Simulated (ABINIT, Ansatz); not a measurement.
**Quasiparticle gap of CsCaF3 (Pm-3m) in ABINIT**

How does a plane-wave GW calculation on CsCaF3 (Pm-3m) run from the first input to the gap?

Method: LDA and many-body steps on it, plane waves, in ABINIT 10.8.3.

Most raw output is cut from this account.

**1. The structure**

It takes space group Pm-3m (No. 221, cubic). Conventional cell: a = 4.521 Å, b = 4.521 Å, c = 4.521 Å, α = 90.00°, β = 90.00°, γ = 90.00°. Nearest to Cs lie 12 F at 3.20 Å. Nearest to Ca lie 6 F at 2.26 Å. F has 2 Ca at 2.26 Å and 4 Cs at 3.20 Å nearest. Farther neighbours and most contacts between anions are not listed.

The cell and positions are those that the Materials Project relaxed with its own functionals (PBE, PBE+U or r2SCAN), kept fixed. Spin-orbit coupling is left out unless a step names it.

**2. Ground state**

This step: ABINIT 10.8.3; DFT, LDA, plane waves, norm-conserving pseudopotentials.

The ground-state density comes first.

Input file run.abi:

```
acell 3*1.0 Angstrom
rprim 
  4.520531030000 0.000000000000 0.000000000000
  0.000000000000 4.520531030000 0.000000000000
  0.000000000000 0.000000000000 4.520531030000
ntypat 3
znucl 55 20 9
natom 5
typat 1 2 3 3 3
xred 
  0.000000000000 0.000000000000 0.000000000000
  0.500000000000 0.500000000000 0.500000000000
  0.000000000000 0.500000000000 0.500000000000
  0.500000000000 0.000000000000 0.500000000000
  0.500000000000 0.500000000000 0.000000000000
pp_dirpath "pseudos"
pseudos "Cs.upf, Ca.upf, F.upf"
ecut 36
ngkpt 4 4 4
nshiftk 1
shiftk 0 0 0
kptopt 1
chksymbreak 0
nband 26
occopt 1
tolvrs 1e-10
nstep 60
prtwf 0
optforces 0
optstress 0
indata_prefix "in"
outdata_prefix "out"
tmpdata_prefix "tmp"
```

Started as:

```console
$ OMP_NUM_THREADS=1 mpirun -n 4 abinit run.abi > log
```

Wall time 21 s (4 MPI ranks of Arm Neoverse V2, shared host); peak memory 0.35 GiB; 85 s of CPU time.

Numbers from this step:

- total energy: -3707.1393 eV
- gap: 6.840 eV
- k of the valence top: 0.5, 0.5, 0.5
- k of the conduction bottom: 0, 0, 0
- least direct gap: 6.864 eV

The gap is indirect, with the least direct gap 0.02 eV higher.

**3. Bands along the symmetry lines**

The cheap functional maps the bands first; the places of the edges decide which points the dearer methods must see.

Input file run.abi:

```
acell 3*1.0 Angstrom
rprim 
  4.520531030000 0.000000000000 0.000000000000
  0.000000000000 4.520531030000 0.000000000000
  0.000000000000 0.000000000000 4.520531030000
ntypat 3
znucl 55 20 9
natom 5
typat 1 2 3 3 3
xred 
  0.000000000000 0.000000000000 0.000000000000
  0.500000000000 0.500000000000 0.500000000000
  0.000000000000 0.500000000000 0.500000000000
  0.500000000000 0.000000000000 0.500000000000
  0.500000000000 0.500000000000 0.000000000000
pp_dirpath "pseudos"
pseudos "Cs.upf, Ca.upf, F.upf"
ecut 36
iscf -2
irdden 1
kptopt 0
nkpt 50
kpt 
  0.00000000 0.00000000 0.00000000
  0.00000000 0.06250000 0.00000000
  0.00000000 0.12500000 0.00000000
  0.00000000 0.18750000 0.00000000
  0.00000000 0.25000000 0.00000000
  0.00000000 0.31250000 0.00000000
  0.00000000 0.37500000 0.00000000
  0.00000000 0.43750000 0.00000000
  0.00000000 0.50000000 0.00000000
  0.06250000 0.50000000 0.00000000
  0.12500000 0.50000000 0.00000000
  0.18750000 0.50000000 0.00000000
  0.25000000 0.50000000 0.00000000
  0.31250000 0.50000000 0.00000000
  0.37500000 0.50000000 0.00000000
  0.43750000 0.50000000 0.00000000
  0.50000000 0.50000000 0.00000000
  0.43750000 0.43750000 0.00000000
  0.37500000 0.37500000 0.00000000
  0.31250000 0.31250000 0.00000000
  0.25000000 0.25000000 0.00000000
  0.18750000 0.18750000 0.00000000
  0.12500000 0.12500000 0.00000000
  0.06250000 0.06250000 0.00000000
  0.00000000 0.00000000 0.00000000
  0.06250000 0.06250000 0.06250000
  0.12500000 0.12500000 0.12500000
  0.18750000 0.18750000 0.18750000
  0.25000000 0.25000000 0.25000000
  0.31250000 0.31250000 0.31250000
  0.37500000 0.37500000 0.37500000
  0.43750000 0.43750000 0.43750000
  0.50000000 0.50000000 0.50000000
  0.43750000 0.50000000 0.43750000
  0.37500000 0.50000000 0.37500000
  0.31250000 0.50000000 0.31250000
  0.25000000 0.50000000 0.25000000
  0.18750000 0.50000000 0.18750000
  0.12500000 0.50000000 0.12500000
  0.06250000 0.50000000 0.06250000
  0.00000000 0.50000000 0.00000000
  0.50000000 0.50000000 0.50000000
  0.50000000 0.50000000 0.43750000
  0.50000000 0.50000000 0.37500000
  0.50000000 0.50000000 0.31250000
  0.50000000 0.50000000 0.25000000
  0.50000000 0.50000000 0.18750000
  0.50000000 0.50000000 0.12500000
  0.50000000 0.50000000 0.06250000
  0.50000000 0.50000000 0.00000000
istwfk *1
nband 27
nbdbuf 2
tolwfr 1e-08
nstep 40
prtwf 0
prtvol 0
indata_prefix "in"
outdata_prefix "out"
tmpdata_prefix "tmp"
```

It took 53 s on 4 MPI ranks; peak memory 0.41 GiB.

This step gave:

```yaml
gap: 6.840 eV
k_of_the_valence_top: 0.5, 0.5, 0.5
k_of_the_conduction_bottom: 0, 0, 0
least_direct_gap: 6.864 eV
```

The gap is 6.840 eV, as in the run before at this level.

Electronic bands along the path, in eV, zero at the top of the highest filled band:

```
    point  band 17  band 18  band 19  band 20  band 21  band 22  band 23  band 24
        Γ    -0.39    -0.02    -0.02    -0.02     6.84     8.03     8.03     8.40
  halfway    -0.44    -0.41    -0.12    -0.12     7.67     8.47     8.59     8.86
        X    -0.39    -0.39    -0.26    -0.26     8.54     8.84     9.02     9.48
  halfway    -0.37    -0.37    -0.31    -0.10     8.92     8.96     9.18     9.19
        M    -0.51    -0.17    -0.17    -0.01     8.65     8.99     8.99     9.16
  halfway    -0.49    -0.31    -0.23    -0.07     8.28     8.71     8.88     9.13
        Γ    -0.39    -0.02    -0.02    -0.02     6.84     8.03     8.03     8.40
  halfway    -0.59    -0.20    -0.15    -0.15     8.81     8.97     8.97     9.22
        R    -0.46     0.00     0.00     0.00     8.82     8.82     8.82    10.02
  halfway    -0.51    -0.27    -0.14    -0.13     8.78     9.15     9.62     9.66
        X    -0.39    -0.39    -0.26    -0.26     8.54     8.84     9.02     9.48
jump to R    -0.46     0.00     0.00     0.00     8.82     8.82     8.82    10.02
  halfway    -0.55    -0.12    -0.12    -0.01     8.77     9.00     9.00     9.64
        M    -0.51    -0.17    -0.17    -0.01     8.65     8.99     8.99     9.16
```

**4. Empty states on the mesh, 2×2×2 mesh, 71 bands**

The sums over transitions need many empty states on a uniform mesh; this step solves for them.

Input file run.abi:

```
acell 3*1.0 Angstrom
rprim 
  4.520531030000 0.000000000000 0.000000000000
  0.000000000000 4.520531030000 0.000000000000
  0.000000000000 0.000000000000 4.520531030000
ntypat 3
znucl 55 20 9
natom 5
typat 1 2 3 3 3
xred 
  0.000000000000 0.000000000000 0.000000000000
  0.500000000000 0.500000000000 0.500000000000
  0.000000000000 0.500000000000 0.500000000000
  0.500000000000 0.000000000000 0.500000000000
  0.500000000000 0.500000000000 0.000000000000
pp_dirpath "pseudos"
pseudos "Cs.upf, Ca.upf, F.upf"
ecut 36
ngkpt 2 2 2
nshiftk 1
shiftk 0 0 0
kptopt 1
chksymbreak 0
iscf -2
irdden 1
istwfk *1
nband 71
nbdbuf 6
tolwfr 1e-09
nstep 60
prtvol 0
indata_prefix "in"
outdata_prefix "out"
tmpdata_prefix "tmp"
```

Wall time 15 s (4 MPI ranks); peak memory 0.32 GiB.

Numbers from this step:

- gap: 6.840 eV
- k of the valence top: 0.5, 0.5, 0.5
- k of the conduction bottom: 0, 0, 0
- least direct gap: 6.864 eV
- k points computed: 4
- lowest point of the top converged band, above the valence top: 30.23 eV

On this mesh the gap is 6.840 eV.

**5. Screening, 2×2×2 mesh, 65 bands, screening to 98 eV**

The RPA dielectric matrix is built and inverted for each q.

This step: RPA screening on LDA, plane waves, norm-conserving pseudopotentials.

Edit run.abi of step 4 so:

```diff
@@ -23,10 +23,11 @@
 chksymbreak 0
-iscf -2
-irdden 1
 istwfk *1
-nband 71
-nbdbuf 6
-tolwfr 1e-09
-nstep 60
-prtvol 0
+occopt 1
+irdwfk 1
+optdriver 3
+nband 65
+ecuteps 3.6
+inclvkb 2
+awtr 1
+symchi 1
 indata_prefix "in"
```

It took 8.3 s on 4 MPI ranks; peak memory 0.85 GiB; 33 s of CPU time.

Numbers from this step:

- ε∞ with local fields, on this mesh, along the program's q direction: 2.368
- the same without local fields: 2.614
- plasma frequency: 24.43 eV
- plane waves in the screening matrix: 203

Local fields lower ε∞ by 9 %. On a Γ-centred mesh this coarse the value itself is usually too large, while a short band sum pulls it down.

**6. Self-energy, 2×2×2 mesh, 65 bands, screening to 98 eV**

The self-energy is evaluated for the states that the input lists, and the levels follow from it, in one-shot runs by the linearised quasiparticle equation.

This step: G0W0 on LDA, plane waves, norm-conserving pseudopotentials.

Edit run.abi of step 5 so:

```diff
@@ -26,8 +26,17 @@
 irdwfk 1
-optdriver 3
+optdriver 4
 nband 65
+gwcalctyp 0
+ecutsigx 36
+symsigma 1
+nkptgw 2
+kptgw 
+  0.5000000000 0.5000000000 0.5000000000
+  0.0000000000 0.0000000000 0.0000000000
+bdgw 
+  18 23
+  18 23
 ecuteps 3.6
-inclvkb 2
-awtr 1
-symchi 1
+irdscr 1
+ppmodel 1
 indata_prefix "in"
```

Run time: 4.9 s. Hardware: 4 MPI ranks; peak memory 0.77 GiB; 19 s of CPU time.

Numbers from this step:

* G0W0 gap on the points computed: 10.54 eV
* starting gap on the mesh: 6.840 eV
* k of the valence top: 0.5, 0.5, 0.5
* k of the conduction bottom: 0, 0, 0
* Z at the valence top: 0.794
* Z at the conduction bottom: 0.885
* least direct G0W0 gap on the computed points: 10.54 eV

The gap on the mesh goes from 6.84 eV to 10.54 eV, a correction of +3.70 eV.

Limits: finite bands, cutoff and mesh; no spin-orbit coupling; coarse k mesh. v1 is the top filled band, c1 the lowest empty one. Levels before and after the correction, in eV, zero at the valence-band top of each column:

```
           conduction bottom  valence top
Kohn-Sham               6.84         0.00
     G0W0              10.54         0.00
```

```
                         level  energy (eV)
Kohn-Sham  (0.5 0.5 0.5) v3-v1        0.000
Kohn-Sham  (0.5 0.5 0.5) c1-c3        8.824
Kohn-Sham              Γ v3-v1       -0.024
Kohn-Sham                 Γ c1        6.840
Kohn-Sham              Γ c2-c3        8.029
     G0W0  (0.5 0.5 0.5) v3-v1        0.000
     G0W0  (0.5 0.5 0.5) c1-c3       12.648
     G0W0              Γ v3-v1       -0.002
     G0W0                 Γ c1       10.541
     G0W0              Γ c2-c3       11.776
```

**7. Where the time went**

Times are wall times on 4 MPI ranks of Arm Neoverse V2, shared host, good to a factor of about two.

```
                          step   time  share  memory (GiB)
                  ground state   21 s   21 %          0.35
bands along the symmetry lines   53 s   52 %          0.41
      empty states on the mesh   15 s   15 %          0.32
                     screening  8.3 s    8 %          0.85
                   self-energy  4.9 s    5 %          0.77
```

**8. What came out**

```yaml
lda_gap: 6.84 eV, indirect (only 24 meV under the direct gap)
g0w0_gap_on_the_mesh: 10.54 eV
gw_settings: 2×2×2 mesh, 65 bands, screening to 98 eV, Godby-Needs plasmon pole
known_limits: not at the basis limit; no spin-orbit coupling; coarse k mesh
```

What this shows: G0W0 moves the gap on the mesh from 6.84 eV to 10.54 eV (+3.70 eV), with Z of 0.79 and 0.89 at the edges. Local fields lower the RPA ε∞ on this mesh from 2.61 to 2.37; a Γ-centred mesh this coarse tends to raise both, most where the direct gap is narrow, while a short band sum lowers them. Only 2 of the mesh's irreducible points were corrected, so a valley elsewhere could overtake. The dearest step here is «bands along the symmetry lines». Bands and cutoff are finite, so the gap is not at the basis limit. The miss can reach some tenths of an eV and take either sign; the mesh is an error of its own. In the G0W0 run levels were corrected at 2 k points alone, so a gap called «on the mesh» is the least over those, and an edge elsewhere would be missed. The 2×2×2 mesh is coarse for this cell, which bears on the long-range parts of exchange and screening. This is the ideal cubic cell; many perovskites, halides above all, are cubic only on average, and local tilts or off-centring can widen the gap. The many-body steps are scalar-relativistic: spin-orbit coupling is not in them.

[Paths, hosts, dates, memory and timing lines, banners, echoed tables and standing remarks are left out of the program output.]

[Logs are printed without paths, hosts, clocks, repeated set-up lines and the standing remarks that a program may print on its own settings, such as how far it seeks lower states.]

[Runs of the session that timed out or met a known fault of the program may be left out.]

[Hosts, paths, dates, database ids (printed as entryN), source tags and the programs' standing remarks are cut or masked in the printed files.]

[G0W0 gaps are taken among the corrected bands and points alone; a level outside them can change the order at an edge.]

[Where Ansatz stands beside ABINIT at settings called matched, ABINIT's density can come from a denser mesh and the files from another edition; pairs whose starting gaps differed by over 0.03 eV were left out, so agreement reads better than it is.]
